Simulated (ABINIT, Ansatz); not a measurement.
**A GW chain in ABINIT: Cs2NaAlH6 (Fm-3m)**

Wanted: ground state, empty states, screening and self-energy for Cs2NaAlH6 (Fm-3m).

Calculated with ABINIT 10.8.3; LDA and many-body steps on it, plane waves.

This is a report of a sequence of runs, with most program output left out.

**1. The starting structure**

It takes space group Fm-3m (No. 225, cubic). The conventional cell has a = 8.626 Å, b = 8.626 Å, c = 8.626 Å, α = 90.00°, β = 90.00°, γ = 90.00°. Nearest to Cs lie 12 H at 3.07 Å. Na has 6 H at 2.51 Å nearest. Al has 6 H at 1.80 Å nearest. Nearest to H lie 1 Al at 1.80 Å and 1 Na at 2.51 Å and 4 H at 2.55 Å and 4 Cs at 3.07 Å. Farther neighbours are not listed.

The cell and positions are those that the Materials Project relaxed with its own functionals (PBE, PBE+U or r2SCAN), kept fixed. Spin-orbit coupling is left out unless a step names it.

**2. Ground state**

This step: ABINIT 10.8.3; DFT, LDA, plane waves, norm-conserving pseudopotentials.

The ground-state density comes first.

Input file run.abi:

```
acell 3*1.0 Angstrom
rprim 
  -0.000000000000 4.312959000000 4.312959000000
  4.312959000000 -0.000000000000 4.312959000000
  4.312959000000 4.312959000000 -0.000000000000
ntypat 4
znucl 55 11 13 1
natom 10
typat 1 1 2 3 4 4 4 4 4 4
xred 
  0.250000000000 0.250000000000 0.250000000000
  0.750000000000 0.750000000000 0.750000000000
  0.500000000000 0.500000000000 0.500000000000
  -0.000000000000 -0.000000000000 0.000000000000
  0.208755000000 0.791245000000 0.791245000000
  0.208755000000 0.791245000000 0.208755000000
  0.791245000000 0.208755000000 0.791245000000
  0.791245000000 0.791245000000 0.208755000000
  0.208755000000 0.208755000000 0.791245000000
  0.791245000000 0.208755000000 0.208755000000
pp_dirpath "pseudos"
pseudos "Cs.upf, Na.upf, Al.upf, H.upf"
ecut 38
ngkpt 4 4 4
nshiftk 1
shiftk 0 0 0
kptopt 1
chksymbreak 0
nband 27
occopt 1
tolvrs 1e-10
nstep 60
prtwf 0
optforces 0
optstress 0
indata_prefix "in"
outdata_prefix "out"
tmpdata_prefix "tmp"
```

Run with:

```console
$ OMP_NUM_THREADS=1 mpirun -n 4 abinit run.abi > log
```

Run time: 59 s. Hardware: 4 MPI ranks of Arm Neoverse N1, shared host; peak memory 0.53 GiB.

This step gave:

```yaml
total_energy: -2677.7681 eV
gap: 1.756 eV
k_of_the_valence_top: 0.5, 0.5, 0
k_of_the_conduction_bottom: 0, 0, 0
least_direct_gap: 2.221 eV
```

The gap is indirect, with the least direct gap 0.46 eV higher.

**3. Bands along the symmetry lines**

The cheap functional maps the bands first; the places of the edges decide which points the dearer methods must see.

Changes to run.abi since step 2:

```diff
@@ -23,14 +23,40 @@
 ecut 38
-ngkpt 4 4 4
-nshiftk 1
-shiftk 0 0 0
-kptopt 1
-chksymbreak 0
-nband 27
-occopt 1
-tolvrs 1e-10
-nstep 60
+iscf -2
+irdden 1
+kptopt 0
+nkpt 26
+kpt 
+  0.00000000 0.00000000 0.00000000
+  0.12500000 0.00000000 0.12500000
+  0.25000000 0.00000000 0.25000000
+  0.37500000 0.00000000 0.37500000
+  0.50000000 0.00000000 0.50000000
+  0.53125000 0.06250000 0.53125000
+  0.56250000 0.12500000 0.56250000
+  0.59375000 0.18750000 0.59375000
+  0.62500000 0.25000000 0.62500000
+  0.37500000 0.37500000 0.75000000
+  0.28125000 0.28125000 0.56250000
+  0.18750000 0.18750000 0.37500000
+  0.09375000 0.09375000 0.18750000
+  0.00000000 0.00000000 0.00000000
+  0.12500000 0.12500000 0.12500000
+  0.25000000 0.25000000 0.25000000
+  0.37500000 0.37500000 0.37500000
+  0.50000000 0.50000000 0.50000000
+  0.50000000 0.43750000 0.56250000
+  0.50000000 0.37500000 0.62500000
+  0.50000000 0.31250000 0.68750000
+  0.50000000 0.25000000 0.75000000
+  0.50000000 0.18750000 0.68750000
+  0.50000000 0.12500000 0.62500000
+  0.50000000 0.06250000 0.56250000
+  0.50000000 0.00000000 0.50000000
+istwfk *1
+nband 25
+nbdbuf 2
+tolwfr 1e-08
+nstep 40
 prtwf 0
-optforces 0
-optstress 0
+prtvol 0
 indata_prefix "in"
```

The job ended after 94 s (4 MPI ranks; peak memory 0.48 GiB).

This step gave:

| Property | Result |
| --- | --- |
| gap | 1.756 eV |
| k of the valence top | 0.5, 0, 0.5 |
| k of the conduction bottom | 0, 0, 0 |
| least direct gap | 2.221 eV |

The gap is 1.756 eV, as in the run before at this level.

Electronic bands along the path, in eV, zero at the top of the highest filled band:

```
    point  band 15  band 16  band 17  band 18  band 19  band 20  band 21  band 22
        Γ    -2.44    -2.44    -0.46    -0.46     1.76     5.56     5.56     5.56
  halfway    -2.03    -2.03    -0.64    -0.25     2.94     4.87     4.97     4.97
        X    -1.60    -1.60    -1.11     0.00     3.45     4.38     4.67     4.67
  halfway    -1.66    -1.62    -1.08    -0.06     3.54     4.45     4.52     4.85
        U    -1.84    -1.69    -0.97    -0.20     3.71     4.37     4.67     4.83
jump to K    -1.84    -1.69    -0.97    -0.20     3.71     4.37     4.67     4.83
  halfway    -2.16    -2.07    -0.44    -0.44     2.94     4.45     5.15     5.26
        Γ    -2.44    -2.44    -0.46    -0.46     1.76     5.56     5.56     5.56
  halfway    -2.21    -2.21    -0.42    -0.42     2.59     4.37     5.51     5.51
        L    -1.94    -1.94    -0.44    -0.44     3.16     3.67     5.42     5.42
  halfway    -2.02    -1.81    -0.72    -0.34     3.67     3.96     4.73     5.11
        W    -2.08    -1.64    -0.98    -0.24     4.07     4.07     4.54     5.02
  halfway    -1.74    -1.62    -1.05    -0.11     3.63     4.45     4.58     4.80
        X    -1.60    -1.60    -1.11     0.00     3.45     4.38     4.67     4.67
```

**4. Empty states on the mesh, 2×2×2 mesh, 304 bands**

The sums over transitions need many empty states on a uniform mesh; this step solves for them.

Input file run.abi:

```
acell 3*1.0 Angstrom
rprim 
  -0.000000000000 4.312959000000 4.312959000000
  4.312959000000 -0.000000000000 4.312959000000
  4.312959000000 4.312959000000 -0.000000000000
ntypat 4
znucl 55 11 13 1
natom 10
typat 1 1 2 3 4 4 4 4 4 4
xred 
  0.250000000000 0.250000000000 0.250000000000
  0.750000000000 0.750000000000 0.750000000000
  0.500000000000 0.500000000000 0.500000000000
  -0.000000000000 -0.000000000000 0.000000000000
  0.208755000000 0.791245000000 0.791245000000
  0.208755000000 0.791245000000 0.208755000000
  0.791245000000 0.208755000000 0.791245000000
  0.791245000000 0.791245000000 0.208755000000
  0.208755000000 0.208755000000 0.791245000000
  0.791245000000 0.208755000000 0.208755000000
pp_dirpath "pseudos"
pseudos "Cs.upf, Na.upf, Al.upf, H.upf"
ecut 38
ngkpt 2 2 2
nshiftk 1
shiftk 0 0 0
kptopt 1
chksymbreak 0
iscf -2
irdden 1
istwfk *1
nband 304
nbdbuf 26
tolwfr 1e-09
nstep 60
prtvol 0
indata_prefix "in"
outdata_prefix "out"
tmpdata_prefix "tmp"
```

Elapsed: 6 min, on 4 MPI ranks; peak memory 0.68 GiB; 24 min of CPU time.

Numbers from this step:

```
gap                                                           : 1.756 eV
k of the valence top                                          : 0.5, 0.5, 0
k of the conduction bottom                                    : 0, 0, 0
least direct gap                                              : 2.221 eV
k points computed                                             : 3
lowest point of the top converged band, above the valence top : 70.9311 eV
```

On this mesh the gap is 1.756 eV.

**5. Screening, 2×2×2 mesh, 278 bands, screening to 176.9 eV**

The RPA dielectric matrix is built and inverted for each q.

This step: RPA screening on LDA, plane waves, norm-conserving pseudopotentials.

Changes to run.abi since step 4:

```diff
@@ -28,10 +28,11 @@
 chksymbreak 0
-iscf -2
-irdden 1
 istwfk *1
-nband 304
-nbdbuf 26
-tolwfr 1e-09
-nstep 60
-prtvol 0
+occopt 1
+irdwfk 1
+optdriver 3
+nband 278
+ecuteps 6.5
+inclvkb 2
+awtr 1
+symchi 1
 indata_prefix "in"
```

Elapsed: 2.6 min, on 4 MPI ranks; peak memory 3 GiB; 10 min of CPU time.

This step gave:

| Item | Value |
| --- | --- |
| ε∞ with local fields, on this mesh, along the program's q direction | 4.395 |
| the same without local fields | 5.043 |
| plasma frequency | 17.59 eV |
| plane waves in the screening matrix | 869 |

Local fields lower ε∞ by 13 %. On a Γ-centred mesh this coarse the value itself is usually too large, while a short band sum pulls it down.

**6. Self-energy, 2×2×2 mesh, 278 bands, screening to 176.9 eV**

The self-energy is evaluated for the states that the input lists, and the levels follow from it, in one-shot runs by the linearised quasiparticle equation.

This step: G0W0 on LDA, plane waves, norm-conserving pseudopotentials.

Changes to run.abi since step 5:

```diff
@@ -31,8 +31,17 @@
 irdwfk 1
-optdriver 3
+optdriver 4
 nband 278
+gwcalctyp 0
+ecutsigx 38
+symsigma 1
+nkptgw 2
+kptgw 
+  0.5000000000 0.5000000000 0.0000000000
+  0.0000000000 0.0000000000 0.0000000000
+bdgw 
+  17 20
+  17 22
 ecuteps 6.5
-inclvkb 2
-awtr 1
-symchi 1
+irdscr 1
+ppmodel 1
 indata_prefix "in"
```

Elapsed: 2.6 min, on 4 MPI ranks; peak memory 2.6 GiB.

Numbers from this step:

```
G0W0 gap on the points computed              : 3.664 eV
starting gap on the mesh                     : 1.756 eV
k of the valence top                         : 0.5, 0.5, 0
k of the conduction bottom                   : 0, 0, 0
Z at the valence top                         : 0.786
Z at the conduction bottom                   : 0.827
least direct G0W0 gap on the computed points : 4.065 eV
```

The gap on the mesh goes from 1.76 eV to 3.66 eV, a correction of +1.91 eV.

Limits: finite bands, cutoff and mesh; no spin-orbit coupling; coarse k mesh. v1 is the top filled band, c1 the lowest empty one. The levels before and after the correction (eV, zero at the valence-band top of each column):

```
           conduction bottom  valence top
Kohn-Sham               1.76         0.00
     G0W0               3.66         0.00
```

```
                    level  energy (eV)
Kohn-Sham  (0.5 0.5 0) v2       -1.110
Kohn-Sham  (0.5 0.5 0) v1        0.000
Kohn-Sham  (0.5 0.5 0) c1        3.447
Kohn-Sham  (0.5 0.5 0) c2        4.379
Kohn-Sham         Γ v2-v1       -0.464
Kohn-Sham            Γ c1        1.756
Kohn-Sham         Γ c2-c4        5.557
     G0W0  (0.5 0.5 0) v2       -1.031
     G0W0  (0.5 0.5 0) v1        0.000
     G0W0  (0.5 0.5 0) c1        5.407
     G0W0  (0.5 0.5 0) c2        6.373
     G0W0         Γ v2-v1       -0.401
     G0W0            Γ c1        3.664
     G0W0         Γ c2-c4        7.538
```

**7. Where the time went**

Times are wall times on 4 MPI ranks of Arm Neoverse N1, shared host, good to a factor of about two.

```
                          step     time  share  memory (GiB)
                  ground state     59 s    7 %          0.53
bands along the symmetry lines     94 s   11 %          0.48
      empty states on the mesh    6 min   44 %          0.68
                     screening  2.6 min   19 %           3.0
                   self-energy  2.6 min   19 %           2.6
```

**8. Results**

```json
{"LDA gap": "1.76 eV, indirect", "G0W0 gap on the mesh": "3.66 eV", "GW settings": "2×2×2 mesh, 278 bands, screening to 176.9 eV, Godby-Needs plasmon pole", "known limits": "not at the basis limit; no spin-orbit coupling; coarse k mesh"}
```

What this shows: G0W0 moves the gap on the mesh from 1.76 eV to 3.66 eV (+1.91 eV), with Z of 0.79 and 0.83 at the edges. Local fields lower the RPA ε∞ on this mesh from 5.04 to 4.40; a Γ-centred mesh this coarse tends to raise both, most where the direct gap is narrow, while a short band sum lowers them. Only 2 of the mesh's irreducible points were corrected, so a valley elsewhere could overtake. The dearest step here is «empty states on the mesh». Bands and cutoff are finite, so the gap is not at the basis limit. The miss can reach some tenths of an eV and take either sign; the mesh is an error of its own. In the G0W0 run levels were corrected at 2 k points alone, so a gap called «on the mesh» is the least over those, and an edge elsewhere would be missed. The 2×2×2 mesh is coarse for this cell, which bears on the long-range parts of exchange and screening. The many-body steps are scalar-relativistic: spin-orbit coupling is not in them.

[Paths, hosts, dates, memory and timing lines, banners, echoed tables and standing remarks are left out of the program output.]

[Logs are printed without paths, hosts, clocks, repeated set-up lines and the standing remarks that a program may print on its own settings, such as how far it seeks lower states.]

[Runs of the session that timed out or met a known fault of the program may be left out.]

[Hosts, paths, dates, database ids (printed as entryN), source tags and the programs' standing remarks are cut or masked in the printed files.]

[G0W0 gaps are taken among the corrected bands and points alone; a level outside them can change the order at an edge.]

[Where Ansatz stands beside ABINIT at settings called matched, ABINIT's density can come from a denser mesh and the files from another edition; pairs whose starting gaps differed by over 0.03 eV were left out, so agreement reads better than it is.]
